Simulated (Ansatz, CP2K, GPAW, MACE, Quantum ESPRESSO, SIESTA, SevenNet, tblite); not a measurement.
**Random packing of Al85Si15 (at. %) (104 atoms) in other programs, against a plane-wave reference**

Aim: run random packing of Al85Si15 (at. %) (104 atoms) in several programs and set results and cost side by side. A plane-wave run serves as the reference.

Main program and level: Ansatz 0.2.0; Kohn-Sham DFT, PBE, PAW, plane waves.

**1. The structure**

The cell holds 104 atoms: 88 Al and 16 Si. Cell: a = 12.404 Å, b = 12.404 Å, c = 12.404 Å, α = 90.0°, β = 90.0°, γ = 90.0°. 104 atoms (88 Al, 16 Si) packed at random in a cube at 2.46 g/cm³ and pushed apart as soft spheres; a start for melting by ab initio MD, not an equilibrated structure. Then every atom was moved at random, 0.03 Å r.m.s. a Cartesian component.

**2. The reference run**

The PAW files are the set soft_2.

Input file input.yaml:

```yaml
crystal:
  lattice:
    - [12.4038, 0.0, 0.0]
    - [0.0, 12.4038, 0.0]
    - [0.0, 0.0, 12.4038]
  atoms:
    - { symbol: Al, position: [0.8567, 0.09691, 0.9575] }
    - { symbol: Al, position: [0.71631, 0.67824, 0.03142] }
    - { symbol: Al, position: [0.25399, 0.33735, 0.82143] }
    - { symbol: Al, position: [0.70713, 0.20687, 0.84635] }
    [... 94 atom lines left out ...]
    - { symbol: Si, position: [0.82202, 0.45829, 0.22441] }
    - { symbol: Si, position: [0.95919, 0.97648, 0.54258] }
    - { symbol: Si, position: [0.0051, 0.58637, 0.15124] }
    - { symbol: Si, position: [0.39553, 0.01373, 0.37009] }
    - { symbol: Si, position: [0.20216, 0.49227, 0.9646] }
    - { symbol: Si, position: [0.90751, 0.2273, 0.83808] }
kpoints:
  mp_grid: { grid: [1, 1, 1] }
hamiltonian:
  xc: pbe
scf:
  occupations: { method: fermi_dirac, width: 0.05 }
output:
  forces: true
  eigenvalues: true
  populations: true
  stress: true
```

Run with:

```sh
> ansatz run input.yaml --threads 4 --pin off --max-ram 8192MiB --backend cpu --events-out ev --progress --plain --runs-dir out
```

Output:

```text
[...]
Pseudopotentials: kind: paw
Pseudopotential: Al, paw, valence charge 3, recommended cutoff 420 eV (normal), Al.paw.azcp
Pseudopotential: Si, paw, valence charge 4, recommended cutoff 420 eV (normal), Si.paw.azcp
[... 5 lines on functional and potentials left out ...]
Crystal: 104 atoms, lattice volume = 1908.377 Å³
Basis set: ecut = 420 eV, 37385 PW (Γ), exchange–correlation on 180×180×180 points (8 copies of the dense FFT grid, shifted against one another)
Bands: 268, of which v1, the nominal top of the filled ones, is band 164 counted from 1 (163 counted from 0)
Symmetry: 1 space group operations
Space group: P1 (ITA 1), of the structure as read, at distance tolerance 1.2e-4 Å
k-points: 1
[... 5 lines on functional and potentials left out ...]
Initial density: superposition of atomic densities (neutral atoms: chi_scale 0, normalization atom), corrected by the library's trained network
Initial wavefunctions: pseudopotential atomic-orbital guess
[...]
SCF iter   1: F=—  HF=-57400.127477 eV  |F-HF|=—  |Δ(HF+E_count)|=         —  Δρ=4.11e-3  dr2=1.31e0  ethr=1.77e-3  ⟨swp⟩=6.0  Hψ=1322  notcnv=0  defer=33
preconditioner: auto → Kerker (q_TF=auto, 2.034 Å⁻¹)  [metal: Δε(μ)=0.026 eV  Ē_g=6.631 eV  σ=0.050 eV  W_gap=0.13  n_scr=256 (ndim 8)  ℏωp=15.4 eV  f_vac=0.000  D(μ)=47.93/eV (n_scr^D=304)]
[...]
SCF iter   8: F=—  HF=-57399.935292 eV  |F-HF|=—  |Δ(HF+E_count)|=   1.35e-7  Δρ=1.30e-6  dr2=1.04e-7  ethr=3.29e-10  ⟨swp⟩=2.0  Hψ=261  notcnv=0  defer=64
SCF iter   9: F=-57399.935292 eV  HF=-57399.935292 eV  |F-HF|=2.30e-9  |Δ(HF+E_count)|=   1.69e-8  Δρ=3.78e-7  dr2=8.95e-9  ethr=3.05e-11  ⟨swp⟩=16.0  Hψ=1367  notcnv=0
SCF 1 converged in 9 iterations: F = -57399.935292 eV  dr2 = 8.95e-9
[...]
SCF converged after 9 iterations
Free energy (F): -57399.935292 eV
Harris-Foulkes:  -57399.935292 eV  (|F-HF|=2.30e-9)
Internal energy: -57399.515939 eV  (E = F + TS)
E sigma→0 (E₀):  -57399.725615 eV
Entropy (-TS):   -0.419353 eV (-4.032 meV/atom)
Fermi energy:    6.598413 eV
--- Per-component energies (eV) ---
[...]
Σ components = -57399.935292   (vs F -57399.935292, Δ=0.00e0)
--- Forces (eV/Å), atoms counted from 1 ---
  atom   1  Al     0.19514342    -3.07437856    -0.21729186
  atom   2  Al    -1.02604959    -1.56623294     0.03059328
  atom   3  Al     2.39503326     1.56748167     0.43398459
  atom   4  Al    -0.26025908     1.35334350     0.12990901
[...]
atom 104  Si     1.01452551    -0.85263517    -3.08545283
  max |Σ_I F_I| component: 4.55e-6 eV/Å
--- Stress (GPa, compression-positive) ---
       13.651453       1.982902       0.473543
        1.982902      14.775640       0.286727
        0.473543       0.286727      14.209163
  P = ⅓ Tr σ = 14.2121 GPa (142.121 kbar)
--- Band table (eV) ---
  k-point 0: bands = ["-5.7110", "-4.8090", "-4.5535", "-4.3282", [... 252 levels ...], "10.5562", "10.6249", "10.6501", "10.6986", "10.7325", "10.7930", "10.8407", "10.8731", "10.8951", "10.9069", "10.9427", "10.9891"]
--- Löwdin populations: 104 sites ---
  site symbol       q [e]
     0     Al      2.9372
     1     Al      2.8821
     2     Al      2.8612
[...]
103     Si      4.0403
  spilling = 0.014616 (of n_electrons = 328.000000)
```

The job ended after 18 s (4 threads of Arm Neoverse V1, shared host; peak memory 2 GiB; 71 s of CPU time).

Reading the cycles: dr2 is the Hartree energy of the density residual (eV), the measure of convergence; HF is the Harris–Foulkes estimate of the energy, which meets the free energy F at convergence.

Read from the output:

```yaml
free_energy: -57399.9353 eV
free_energy_per_atom: -551.9225 eV/atom
scf_cycles: 9
pressure: 14.21 GPa
r_m_s_force_component: 1.426 eV/Å
longest_force: 4.778 eV/Å
fermi_energy: 6.598 eV
levels_partly_filled_by_over_2_per_cent: 9
spilling_of_the_projection: 0.01462
```

Length of the force by element:

```csv
element,coordination,atoms,mean length of the force (eV/Å),spread,least,most
Al,all,88,2.26,0.946,0.323,4.78
Si,all,16,2.39,1.00,0.362,4.50
```

Löwdin charges by element (they lack the spilled electrons, 0.046 e an atom on average):

```csv
element,coordination,atoms,mean charge (e),spread,least,most
Al,all,88,0.0626,0.0782,-0.146,0.215
Si,all,16,-0.0449,0.0382,-0.134,0.0309
```

The levels nearest the highest filled one (over half full), pooled over k-points and spins:

```csv
level less the highest filled one (eV),occupation
-0.154,1.91
-0.113,1.81
-0.0892,1.72
-0.0661,1.58
-0.0063,1.07
0,1.01
0.0488,0.554
0.0926,0.275
0.169,0.067
0.224,0.023
0.249,0.014
0.338,0.002
```

The run ends at a pressure of 14.21 GPa, with forces up to 4.8 eV/Å.

**3. What was run beside it**

The programs:
- CP2K 2026.2: Gaussian basis with GTH pseudopotentials and a plane-wave density; labels give functional, basis (MOLOPT sets; SR short-range, UZH the newer set with its own potentials), grid cutoff/relative cutoff and solver (OT: orbital transformation; TRS4, TC2, SIGN: linear-scaling purification with its sparsity filter), or its built-in tight binding.
- GPAW 26.7.0: PAW with atomic orbitals (LCAO), plane waves or a real-space grid of spacing h.
- MACE: machine-learned potential, published weights.
- SIESTA 5.4.2: numerical atomic orbitals, whose automatically made sets are far from complete, with PseudoDojo norm-conserving potentials that we converted to its format (checked against plane waves on the same files for H, C, O, Si, Ge and Ca alone); labels give functional, basis size, energy shift and mesh cutoff.
- SevenNet: machine-learned potential, published weights.

All use the same cell and atoms; the electronic-structure runs use the same k-mesh, and an electronic temperature of 580 K (0.05 eV) where levels are smeared.

Differences are against the plane-wave reference, forces as r.m.s. over components; share is that over the reference's r.m.s. force, slope the least-squares factor from reference forces to these. Total energies of different programs have different zeros and aren't compared.

```csv
run,"Δ force, r.m.s. (meV/Å)",share (%),slope,Δ pressure (GPa),cores,CPU time,memory (GiB)
reference,-,-,-,-,4,71 s,2.0
"CP2K PBE, DZVP-MOLOPT-SR, 122/50 Ry, diagonalisation (coarse)",22.7,1.59,0.990,-0.398,2,5.8 min,0.89
"CP2K PBE, DZVP-MOLOPT-SR, 244/50 Ry, diagonalisation (coarse)",22.7,1.59,0.990,-0.398,2,5.3 min,1.5
"CP2K PBE, DZVP-MOLOPT-SR, 350/50 Ry, diagonalisation",22.7,1.59,0.990,-0.398,2,6.4 min,2.3
"GPAW PBE, LCAO dzp, h 0.2 Å, other mixer settings",75.5,5.29,1.049,-,2,31 min,3.0
"GPAW PBE, LCAO dzp, h 0.22 Å (coarse)",76.1,5.34,1.049,-,1,17 min,2.0
"GPAW PBE, LCAO sz(dzp), h 0.2 Å (coarse)",522,36.6,1.266,-,1,3.6 min,2.0
MACE MP-0b3 medium potential,232,16.3,1.028,1.06,1,9.6 s,1.0
MACE MPA-0 medium potential,175,12.3,0.981,0.228,1,8.7 s,1.0
"SIESTA PBE, DZP, shift 0.01 Ry, mesh 300 Ry",90.5,6.35,1.061,1.06,2,23 min,3.4
SevenNet l3i5 potential,237,16.6,1.016,0.106,1,11 s,1.4
```

Rows marked coarse were listed beforehand as settings not expected to be converged; some can still land near the reference.

Times of the machine-learned potentials are mostly Python's start and the loading of weights.

CPU time is summed over cores on a shared host, where runs went side by side, so it is rough. Symmetry, cutoffs, thresholds, outputs and thread counts weren't matched or tuned between programs; memory under MPI is the largest rank's times the ranks.

Runs without a result: tblite GFN1-xTB (not converged, the SCF not settling); QE PBE, sssp-1.3.0-efficiency, 45/360 Ry (cut off at its time limit of 6.2 min); GPAW PBE, LCAO dzp, h 0.2 Å (cut off at its time limit of 22 min); QE PBE, sssp-1.3.0-efficiency, 20/160 Ry (cut off at its time limit of 8.7 min).

Mean charges by element (e), by run and scheme:

```csv
run,scheme,Al,Si
reference,Löwdin,+0.06,-0.04
"CP2K PBE, DZVP-MOLOPT-SR, 244/50 Ry, diagonalisation",Mulliken,+0.09,-0.49
"CP2K PBE, DZVP-MOLOPT-SR, 244/50 Ry, diagonalisation",Hirshfeld,+0.01,-0.05
"CP2K PBE, DZVP-MOLOPT-SR, 350/50 Ry, diagonalisation",Mulliken,+0.09,-0.49
"CP2K PBE, DZVP-MOLOPT-SR, 350/50 Ry, diagonalisation",Hirshfeld,+0.01,-0.05
"SIESTA PBE, DZP, shift 0.01 Ry, mesh 300 Ry",Hirshfeld,+0.01,-0.03
```

The reference's Löwdin charges lack the electrons that the projection spills, 0.046 e an atom on average.

Within one program, basis, potentials and functional, energies share a zero. Each run against its twin at the usual cutoff or grid and solver:

```csv
run,twin,Δ energy (meV/atom),"Δ force, r.m.s. (meV/Å)",CPU time over the twin's
"CP2K PBE, DZVP-MOLOPT-SR, 122/50 Ry, diagonalisation","DZVP-MOLOPT-SR, 350/50 Ry, diagonalisation",2.0e-4,0.075,0.90
"CP2K PBE, DZVP-MOLOPT-SR, 244/50 Ry, diagonalisation","DZVP-MOLOPT-SR, 350/50 Ry, diagonalisation",-1.0e-4,0.003,0.82
```

A second geometry, displaced anew (every atom was moved at random, 0.04 Å r.m.s. a Cartesian component), gives an energy difference that all programs can be tested on. The reference puts it at 18.49 meV/atom.

```csv
run,energy less the first geometry's (meV/atom),error (meV/atom),force share at the second geometry (%)
MACE MP-0b3 medium potential,18.68,0.191,15.8
"SIESTA PBE, DZP, shift 0.01 Ry, mesh 300 Ry",19.99,1.50,6.42
SevenNet l3i5 potential,20.96,2.46,16.6
MACE MPA-0 medium potential,18.09,-0.403,12.0
"CP2K PBE, DZVP-MOLOPT-SR, 350/50 Ry, diagonalisation",18.43,-0.0665,1.58
"GPAW PBE, LCAO dzp, h 0.2 Å, other mixer settings",19.80,1.30,5.38
"CP2K PBE, DZVP-MOLOPT-SR, 122/50 Ry, diagonalisation",18.43,-0.0667,1.58
"GPAW PBE, LCAO dzp, h 0.22 Å",19.76,1.26,5.39
"CP2K PBE, DZVP-MOLOPT-SR, 244/50 Ry, diagonalisation",18.43,-0.0665,1.58
"GPAW PBE, LCAO sz(dzp), h 0.2 Å",26.67,8.18,35.6
```

**4. What came out**

```json
{
 "reference r.m.s. force component": "1.43 eV/Å",
 "nearest in forces": "a tie at 1.6 % of 3 runs: CP2K PBE, DZVP-MOLOPT-SR, 122/50 Ry, diagonalisation (coarse); CP2K PBE, DZVP-MOLOPT-SR, 244/50 Ry, diagonalisation (coarse); CP2K PBE, DZVP-MOLOPT-SR, 350/50 Ry, diagonalisation",
 "farthest in forces": "GPAW PBE, LCAO sz(dzp), h 0.2 Å (coarse), 37 %",
 "cheapest electronic-structure run beside the reference": "GPAW PBE, LCAO sz(dzp), h 0.2 Å, 3.6 min of CPU time"
}
```

The PBE runs in local orbitals, coarse settings apart, differ by 1.6 % (CP2K PBE, DZVP-MOLOPT-SR, 350/50 Ry, diagonalisation) to 6.3 % (SIESTA PBE, DZP, shift 0.01 Ry, mesh 300 Ry); basis, grid and potentials can all enter. Machine-learned potentials differ by 12 % (MACE MPA-0 medium potential) to 17 % (SevenNet l3i5 potential); they were trained on other programs' data. Runs with settings chosen to be coarse differ by 1.6 % (CP2K PBE, DZVP-MOLOPT-SR, 122/50 Ry, diagonalisation) to 37 % (GPAW PBE, LCAO sz(dzp), h 0.2 Å), their programs' other errors included. None of the electronic-structure runs in the table takes under half the reference's CPU time of 71 s; they take 3.1 to 27 times as much. GPAW PBE, LCAO sz(dzp), h 0.2 Å stiffens the forces by a factor of 1.27 while following their directions (correlation 0.981); the slopes of the 3 GPAW runs lie between 1.05 and 1.27. Charges hang on scheme and program or settings: among these rows the mean for Si runs from -0.49 to -0.03 e. The energy difference between the two geometries, 18.5 meV/atom in the reference, is met best by CP2K PBE, DZVP-MOLOPT-SR, 350/50 Ry, diagonalisation (-0.0665), CP2K PBE, DZVP-MOLOPT-SR, 122/50 Ry, diagonalisation (coarse) (-0.0667) and CP2K PBE, DZVP-MOLOPT-SR, 244/50 Ry, diagonalisation (coarse) (-0.0665) and worst by GPAW PBE, LCAO sz(dzp), h 0.2 Å (coarse) (+8.18). In the reference: 9 levels are partly filled, by over 2 % (at Γ alone): at this level the cell shows no clear gap. Levels of broken or missing bonds inside a gap of the host would look the same. In the reference: mean Löwdin charges: Al +0.06, Si -0.04 e (they miss 1.5 % of the electrons, so they add up to more than the cell's charge). Machine-learned potentials mimic data converged in k, so the reference's own k-point error enters their differences. The reference's pressure of 14 GPa belongs to a cell and atoms that aren't relaxed at this level. The electronic-structure runs sample only Γ, in a cell whose shortest periodic width is 12 Å, which is coarse for a cell with partly filled levels.

[Also dropped from logs without a mark: logging warnings of Python, and SIESTA's first energy breakdown and zero terms.]

[Logs are printed without paths, hosts, clocks, repeated set-up lines and the standing remarks that a program may print on its own settings, such as how far it seeks lower states.]

[Hosts, paths, dates, database ids (printed as entryN), source tags and the programs' standing remarks are cut or masked in the printed files.]
